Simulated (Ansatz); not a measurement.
# Li on Cu(110): change of the work function, part 2 of 4

Aim: the work function of Cu(110) at several coverages of Li (hollow site), and the dipole that each adsorbate carries.

Ansatz 0.2.0; plane-wave DFT, PBE, Ansatz PAW.

So far, work function, upper face (eV): step 2 (the clean slab) 4.43.

## (3) The covered slab, k-mesh 4×4×1, coverage 0.111 ML

System of this step: Li/Cu(110). The cell holds 37 atoms: 36 Cu and 1 Li. Cell: a = 10.830 Å, b = 7.658 Å, c = 23.307 Å, α = 90.0°, β = 90.0°, γ = 90.0°. Vacuum lies along c.

The clean slab as it ended is repeated in the plane and the adsorbate is set on one face; the cell's size fixes the coverage, and the k-mesh shrinks with it to keep the sampling density about even. Adsorbate and upper layers relax, since the dipole depends on the height.

Input file input.yaml:

```yaml
crystal:
  lattice:
    - [10.83, 0.0, 0.0]
    - [0.0, 7.6579664403, 0.0]
    - [0.0, 0.0, 23.3065455566]
  atoms:
    - { symbol: Cu, position: [0.1666666667, 0.1666666667, 0.386157613] }
    - { symbol: Cu, position: [0.0, 0.0, 0.4409202435] }
    - { symbol: Cu, position: [0.1666666667, 0.1666666667, 0.4989454849] }
    - { symbol: Cu, position: [0.0, 0.0, 0.5489891589] }
    - { symbol: Cu, position: [0.1666666667, 0.5, 0.386157613] }
    - { symbol: Cu, position: [0.0, 0.3333333333, 0.4409202435] }
    - { symbol: Cu, position: [0.1666666667, 0.5, 0.4989454849] }
    - { symbol: Cu, position: [0.0, 0.3333333333, 0.5489891589] }
    - { symbol: Cu, position: [0.1666666667, 0.8333333333, 0.386157613] }
    - { symbol: Cu, position: [0.0, 0.6666666667, 0.4409202435] }
    - { symbol: Cu, position: [0.1666666667, 0.8333333333, 0.4989454849] }
    - { symbol: Cu, position: [0.0, 0.6666666667, 0.5489891589] }
    - { symbol: Cu, position: [0.5, 0.1666666667, 0.386157613] }
    - { symbol: Cu, position: [0.3333333333, 0.0, 0.4409202435] }
    - { symbol: Cu, position: [0.5, 0.1666666667, 0.4989454849] }
    - { symbol: Cu, position: [0.3333333333, 0.0, 0.5489891589] }
    - { symbol: Cu, position: [0.5, 0.5, 0.386157613] }
    - { symbol: Cu, position: [0.3333333333, 0.3333333333, 0.4409202435] }
    - { symbol: Cu, position: [0.5, 0.5, 0.4989454849] }
    - { symbol: Cu, position: [0.3333333333, 0.3333333333, 0.5489891589] }
    - { symbol: Cu, position: [0.5, 0.8333333333, 0.386157613] }
    - { symbol: Cu, position: [0.3333333333, 0.6666666667, 0.4409202435] }
    - { symbol: Cu, position: [0.5, 0.8333333333, 0.4989454849] }
    - { symbol: Cu, position: [0.3333333333, 0.6666666667, 0.5489891589] }
    - { symbol: Cu, position: [0.8333333333, 0.1666666667, 0.386157613] }
    - { symbol: Cu, position: [0.6666666667, 0.0, 0.4409202435] }
    - { symbol: Cu, position: [0.8333333333, 0.1666666667, 0.4989454849] }
    - { symbol: Cu, position: [0.6666666667, 0.0, 0.5489891589] }
    - { symbol: Cu, position: [0.8333333333, 0.5, 0.386157613] }
    - { symbol: Cu, position: [0.6666666667, 0.3333333333, 0.4409202435] }
    - { symbol: Cu, position: [0.8333333333, 0.5, 0.4989454849] }
    - { symbol: Cu, position: [0.6666666667, 0.3333333333, 0.5489891589] }
    - { symbol: Cu, position: [0.8333333333, 0.8333333333, 0.386157613] }
    - { symbol: Cu, position: [0.6666666667, 0.6666666667, 0.4409202435] }
    - { symbol: Cu, position: [0.8333333333, 0.8333333333, 0.4989454849] }
    - { symbol: Cu, position: [0.6666666667, 0.6666666667, 0.5489891589] }
    - { symbol: Li, position: [0.1666666667, 0.1666666667, 0.613842387] }
kpoints:
  mp_grid: { grid: [4, 4, 1] }
hamiltonian:
  xc: pbe
scf:
  occupations: { method: fermi_dirac, width: 0.1 }
  convergence: { dr2_threshold: 1.0e-08 }
efield:
  axis: 3
  dipole_correction: true
  ramp_position: 0.97
  ramp_width: 0.06
relax:
  f_tol: 0.02
  max_steps: 60
  constraints:
    - { sites: [0, 1, 4, 5, 8, 9, 12, 13, 16, 17, 20, 21, 24, 25, 28, 29, 32, 33] }
output:
  write_potential: true
  write_density: true
  volumetric_format: npy
```

Command:

```console
ansatz run input.yaml --threads 4 --pin off --max-ram 16384MiB --backend cpu --events-out ev --progress --plain --runs-dir out
```

Output:

```text
[...]
Crystal: 37 atoms, lattice volume = 1932.946 Å³
Basis set: ecut = 420 eV, 37689 PW (Γ), exchange–correlation on 150×108×320 points (8 copies of the dense FFT grid, shifted against one another)
Bands: 413, of which v1, the nominal top of the filled ones, is band 344 counted from 1 (343 counted from 0)
Symmetry: 4 space group operations
[...]
k-points: 9 of 16
[...]
SCF iter   1: F=—  HF=-238695.293228 eV  |F-HF|=—  |Δ(HF+E_count)|=         —  Δρ=2.21e-3  dr2=5.05e-1  ethr=1.77e-3  p=0.317 e·Å  D=2.97e-2 V/Å  ΔV_dip=-0.69 eV  dr2_dipole=1.98e-3  V_vac-E_F(+/−)=3.64/4.33 eV  ⟨swp⟩=9.9  Hψ=18168  notcnv=0  defer=168
[...]
SCF iter  12: F=-238695.265829 eV  HF=-238695.265829 eV  |F-HF|=1.39e-7  |Δ(HF+E_count)|=   9.71e-7  Δρ=7.86e-7  dr2=9.54e-9  ethr=1.46e-12  p=0.317 e·Å  D=2.97e-2 V/Å  ΔV_dip=-0.69 eV  dr2_dipole=5.82e-12  V_vac-E_F(+/−)=3.77/4.46 eV  ⟨swp⟩=7.3  Hψ=25233  notcnv=0
SCF 1 converged in 12 iterations: F = -238695.265829 eV  dr2 = 9.54e-9
[...]
relax step   1: F+E_penalty+E_count = -238695.26582900 eV  Δ(F+E_penalty+E_count) = +0.000e0 eV  max|allowed force component| = 8.877e-2 eV/Å  Δτ_max = 0.0000 Å  (12 SCF iters, accepted)
[...]
SCF iter   9: F=-238695.270180 eV  HF=-238695.270180 eV  |F-HF|=4.19e-8  |Δ(HF+E_count)|=   1.10e-7  Δρ=6.22e-7  dr2=7.27e-9  ethr=1.46e-12  p=0.312 e·Å  D=2.92e-2 V/Å  ΔV_dip=-0.68 eV  dr2_dipole=8.20e-13  V_vac-E_F(+/−)=3.78/4.47 eV  ⟨swp⟩=8.8  Hψ=23335  notcnv=0
SCF 2 converged in 9 iterations: F = -238695.270180 eV  dr2 = 7.27e-9
[...]
relax step   2: F+E_penalty+E_count = -238695.27018007 eV  Δ(F+E_penalty+E_count) = -4.351e-3 eV  max|allowed force component| = 5.962e-2 eV/Å  Δτ_max = 0.0134 Å  (9 SCF iters, accepted)
SCF iter   1: F=—  HF=-238695.285894 eV  |F-HF|=—  |Δ(HF+E_count)|=         —  Δρ=1.35e-3  dr2=1.89e-2  ethr=2.68e-5  p=0.312 e·Å  D=2.92e-2 V/Å  ΔV_dip=-0.68 eV  dr2_dipole=8.46e-6  V_vac-E_F(+/−)=3.79/4.47 eV  ⟨swp⟩=6.1  Hψ=12218  notcnv=0  defer=306
[...]
SCF iter  10: F=-238695.275946 eV  HF=-238695.275946 eV  |F-HF|=7.07e-8  |Δ(HF+E_count)|=   1.27e-7  Δρ=7.96e-7  dr2=9.48e-9  ethr=1.46e-12  p=0.310 e·Å  D=2.91e-2 V/Å  ΔV_dip=-0.68 eV  dr2_dipole=1.24e-12  V_vac-E_F(+/−)=3.79/4.47 eV  ⟨swp⟩=8.4  Hψ=23169  notcnv=0
SCF 3 converged in 10 iterations: F = -238695.275946 eV  dr2 = 9.48e-9
relax step   3: F+E_penalty+E_count = -238695.27594604 eV  Δ(F+E_penalty+E_count) = -5.766e-3 eV  max|allowed force component| = 6.988e-3 eV/Å  Δτ_max = 0.0305 Å  (10 SCF iters, accepted)
NSCF: frozen V_eff on 9 k-points
[...]
SCF converged after 10 iterations
Free energy (F): -238695.275946 eV
[...]
Internal energy: -238694.790930 eV  (E = F + TS)
E sigma→0 (E₀):  -238695.033438 eV
Entropy (-TS):   -0.485016 eV (-13.109 meV/atom)
Fermi energy:    0.550516 eV
Dipole field:    D = 0.029063 V/Å  (p = 0.310453 e·Å, saw-weighted, corrected)
Work function:   Φ+ = 3.7885 eV   Φ− = 4.4658 eV
[...]
--- Forces (eV/Å), atoms counted from 1 ---
  atom   1  Cu    -0.00000000     0.00000000     0.43266033
  atom   2  Cu     0.03410031     0.00512619    -0.40375457
  atom   3  Cu     0.00000000    -0.00000000    -0.00158225
  atom   4  Cu     0.00499699    -0.00175064    -0.00048346
  atom   5  Cu    -0.00000000    -0.01683792     0.42855641
  atom   6  Cu     0.03410031    -0.00512619    -0.40375457
  atom   7  Cu     0.00000000    -0.00108035     0.00663078
  atom   8  Cu     0.00499699     0.00175064    -0.00048346
  atom   9  Cu    -0.00000000     0.01683792     0.42855641
  atom  10  Cu     0.05160908    -0.00000000    -0.33575885
  atom  11  Cu    -0.00000000     0.00108035     0.00663078
  atom  12  Cu    -0.00194300     0.00000000    -0.00402209
  atom  13  Cu    -0.00595569     0.00000000     0.37650649
  atom  14  Cu    -0.03410031     0.00512619    -0.40375457
  atom  15  Cu     0.00449372    -0.00000000    -0.00698768
  atom  16  Cu    -0.00499699    -0.00175064    -0.00048346
  atom  17  Cu    -0.01420523    -0.00452803     0.38629488
  atom  18  Cu    -0.03410031    -0.00512619    -0.40375457
  atom  19  Cu     0.00198828    -0.00188380    -0.00193133
  atom  20  Cu    -0.00499699     0.00175064    -0.00048346
  atom  21  Cu    -0.01420523     0.00452803     0.38629488
  atom  22  Cu    -0.05160908     0.00000000    -0.33575885
  atom  23  Cu     0.00198828     0.00188380    -0.00193133
  atom  24  Cu     0.00194300    -0.00000000    -0.00402209
  atom  25  Cu     0.00595569    -0.00000000     0.37650649
  atom  26  Cu     0.00000000    -0.01382743    -0.43138530
  atom  27  Cu    -0.00449372     0.00000000    -0.00698768
  atom  28  Cu    -0.00000000    -0.00041900     0.00415459
  atom  29  Cu     0.01420523    -0.00452803     0.38629488
  atom  30  Cu     0.00000000     0.01382743    -0.43138530
  atom  31  Cu    -0.00198828    -0.00188380    -0.00193133
  atom  32  Cu    -0.00000000     0.00041900     0.00415459
  atom  33  Cu     0.01420523     0.00452803     0.38629488
  atom  34  Cu     0.00000000    -0.00000000    -0.42802693
  atom  35  Cu    -0.00198828     0.00188380    -0.00193133
  atom  36  Cu    -0.00000000     0.00000000     0.00237417
  atom  37  Li     0.00000000    -0.00000000    -0.00126682
  max |Σ_I F_I| component: 4.93e-5 eV/Å
--- Band table (eV; the first three rows and the last of 9) ---
  k-point 0: bands = [... 340 lower, -0.2629, -0.1807, 0.4956, 0.5746, 0.6192, 0.6491, 0.6847, 0.6850, ... 65 higher]
  k-point 1: bands = [... 340 lower, -0.0632, 0.0146, 0.0186, 0.2233, 0.8612, 0.8916, 1.0436, 1.2478, ... 65 higher]
  k-point 2: bands = [... 340 lower, 0.5524, 0.5685, 0.5863, 0.6427, 0.6538, 0.9397, 0.9804, 0.9829, ... 65 higher]
  k-point 8: bands = [... 340 lower, 0.6069, 0.6245, 0.6956, 0.7272, 0.7361, 0.7481, 0.7513, 0.7616, ... 65 higher]
--- Relaxed structure (3 steps of the walk, 3 accepted, 0 SCFs on fresh bases) ---
  F+E_penalty+E_count = -238695.27594604 eV   max|allowed force component| = 6.988e-3 eV/Å
  atoms:
    - { symbol: Cu, position: [0.166667, 0.166667, 0.386157613] }
    - { symbol: Cu, position: [1.666666e-11, 1.666666e-11, 0.4409202435] }
    - { symbol: Cu, position: [0.166667, 0.166667, 0.500594] }
    - { symbol: Cu, position: [-0.00347414, 0.000797407, 0.549428] }
    - { symbol: Cu, position: [0.166667, 0.500000, 0.386157613] }
    - { symbol: Cu, position: [1.666666e-11, 0.333333, 0.4409202435] }
    - { symbol: Cu, position: [0.166667, 0.499341, 0.500335] }
    - { symbol: Cu, position: [-0.00347414, 0.332536, 0.549428] }
    - { symbol: Cu, position: [0.166667, 0.833333, 0.386157613] }
    - { symbol: Cu, position: [1.666666e-11, 0.666667, 0.4409202435] }
    - { symbol: Cu, position: [0.166667, 0.833992, 0.500335] }
    - { symbol: Cu, position: [-0.00119869, 0.666667, 0.549437] }
    - { symbol: Cu, position: [0.500000, 0.166667, 0.386157613] }
    - { symbol: Cu, position: [0.333333, 1.666666e-11, 0.4409202435] }
    - { symbol: Cu, position: [0.501210, 0.166667, 0.498537] }
    - { symbol: Cu, position: [0.336807, 0.000797407, 0.549428] }
    - { symbol: Cu, position: [0.500000, 0.500000, 0.386157613] }
    - { symbol: Cu, position: [0.333333, 0.333333, 0.4409202435] }
    - { symbol: Cu, position: [0.500531, 0.500524, 0.498652] }
    - { symbol: Cu, position: [0.336807, 0.332536, 0.549428] }
    - { symbol: Cu, position: [0.500000, 0.833333, 0.386157613] }
    - { symbol: Cu, position: [0.333333, 0.666667, 0.4409202435] }
    - { symbol: Cu, position: [0.500531, 0.832810, 0.498652] }
    - { symbol: Cu, position: [0.334532, 0.666667, 0.549437] }
    - { symbol: Cu, position: [0.833333, 0.166667, 0.386157613] }
    - { symbol: Cu, position: [0.666667, 1.666666e-11, 0.4409202435] }
    - { symbol: Cu, position: [0.832124, 0.166667, 0.498537] }
    - { symbol: Cu, position: [0.666667, -0.000260286, 0.549028] }
    - { symbol: Cu, position: [0.833333, 0.500000, 0.386157613] }
    - { symbol: Cu, position: [0.666667, 0.333333, 0.4409202435] }
    - { symbol: Cu, position: [0.832802, 0.500524, 0.498652] }
    - { symbol: Cu, position: [0.666667, 0.333594, 0.549028] }
    - { symbol: Cu, position: [0.833333, 0.833333, 0.386157613] }
    - { symbol: Cu, position: [0.666667, 0.666667, 0.4409202435] }
    - { symbol: Cu, position: [0.832802, 0.832810, 0.498652] }
    - { symbol: Cu, position: [0.666667, 0.666667, 0.549144] }
    - { symbol: Li, position: [0.166667, 0.166667, 0.613015] }
```

Wall time 22 min (4 threads of Arm Neoverse V1, shared host); peak memory 13 GiB.

Relaxation path:

| step | energy less that of the first step (eV) | largest force component (eV/Å) |
| --- | --- | --- |
| 1 | 0.0000 | 0.0888 |
| 2 | -0.0044 | 0.0596 |
| 3 | -0.0101 | 0.0070 |

The run keeps the 4 symmetry operations that the program found, so distortions that break them were not tested.

The atoms that moved most (Å):

| atom | dx | dy | dz | length |
| --- | --- | --- | --- | --- |
| Cu8 | -0.038 | -0.006 | 0.010 | 0.039 |
| Cu4 | -0.038 | 0.006 | 0.010 | 0.039 |
| Cu20 | 0.038 | -0.006 | 0.010 | 0.039 |
| Cu16 | 0.038 | 0.006 | 0.010 | 0.039 |
| Cu3 | 0.000 | 0.000 | 0.038 | 0.038 |
| Cu11 | 0.000 | 0.005 | 0.032 | 0.033 |
| Cu7 | 0.000 | -0.005 | 0.032 | 0.033 |
| Li37 | 0.000 | 0.000 | -0.019 | 0.019 |

The relaxed structure:

```
Cu Li
1.0
    10.83000    0.00000    0.00000
     0.00000    7.65797    0.00000
     0.00000    0.00000   23.30655
Cu Li
36 1
Direct
  0.16667 0.16667 0.38616
  0.00000 0.00000 0.44092
  0.16667 0.16667 0.50059
  0.99653 0.00080 0.54943
  0.16667 0.50000 0.38616
  0.00000 0.33333 0.44092
  0.16667 0.49934 0.50034
  0.99653 0.33254 0.54943
  0.16667 0.83333 0.38616
  0.00000 0.66667 0.44092
  0.16667 0.83399 0.50034
  0.99880 0.66667 0.54944
  0.50000 0.16667 0.38616
  0.33333 0.00000 0.44092
  0.50121 0.16667 0.49854
  0.33681 0.00080 0.54943
  0.50000 0.50000 0.38616
  0.33333 0.33333 0.44092
  0.50053 0.50052 0.49865
  0.33681 0.33254 0.54943
  0.50000 0.83333 0.38616
  0.33333 0.66667 0.44092
  0.50053 0.83281 0.49865
  0.33453 0.66667 0.54944
  0.83333 0.16667 0.38616
  0.66667 0.00000 0.44092
  0.83212 0.16667 0.49854
  0.66667 0.99974 0.54903
  0.83333 0.50000 0.38616
  0.66667 0.33333 0.44092
  0.83280 0.50052 0.49865
  0.66667 0.33359 0.54903
  0.83333 0.83333 0.38616
  0.66667 0.66667 0.44092
  0.83280 0.83281 0.49865
  0.66667 0.66667 0.54914
  0.16667 0.16667 0.61302
```

Numbers from this step:

```
energy at zero smearing        : -238695.0334 eV
work function, upper face      : 3.788 eV
work function, lower face      : 4.466 eV
dipole along the normal        : 0.3105 e·Å
step between the vacuum levels : -0.6774 eV
```

Running mean over 1.276 Å of the planar mean; the ramp of the sawtooth is left out. The electron's electrostatic potential energy less the Fermi level by z:

| z (Å) | electron's electrostatic potential energy less the Fermi level (eV) |
| --- | --- |
| 3.0 | 4.47 |
| 3.5 | 4.47 |
| 4.0 | 4.47 |
| 4.5 | 4.47 |
| 5.0 | 4.46 |
| 5.5 | 4.46 |
| 6.0 | 4.44 |
| 6.5 | 4.39 |
| 7.0 | 4.21 |
| 7.5 | 3.57 |
| 8.0 | 1.00 |
| 8.5 | -3.80 |
| 9.0 | -7.50 |
| 9.5 | -8.49 |
| 10.0 | -8.62 |
| 10.5 | -8.29 |
| 11.0 | -8.11 |
| 11.5 | -8.73 |
| 12.0 | -9.64 |
| 12.5 | -9.32 |
| 13.0 | -6.81 |
| 13.5 | -2.23 |
| 14.0 | 1.71 |
| 14.5 | 3.05 |
| 15.0 | 3.47 |
| 15.5 | 3.69 |
| 16.0 | 3.75 |
| 16.5 | 3.78 |
| 17.0 | 3.78 |
| 17.5 | 3.79 |
| 18.0 | 3.79 |
| 18.5 | 3.79 |
| 19.0 | 3.79 |
| 19.5 | 3.79 |
| 20.0 | 3.79 |

The relaxation took 3 steps and lowered the energy by 0.010 eV; the largest force on the free atoms ends at 0.0070 eV/Å.

The covered face has 3.79 eV, -0.65 eV against the clean one; the bare back face has moved by +0.04 eV, a measure of how thin the slab is.

(Continued in part 3 of 4.)

[Long decimals in the printed logs are rounded to 6 places.]

[Logs are printed without paths, hosts, clocks, repeated set-up lines and the standing remarks that a program may print on its own settings, such as how far it seeks lower states.]

[Hosts, paths, dates, database ids (printed as entryN), source tags and the programs' standing remarks are cut or masked in the printed files.]

[Maps of the electrostatic potential energy from Ansatz leave out the sawtooth potential of an applied field or a dipole correction, so their vacuum need not be flat; planar profiles and work functions include it.]
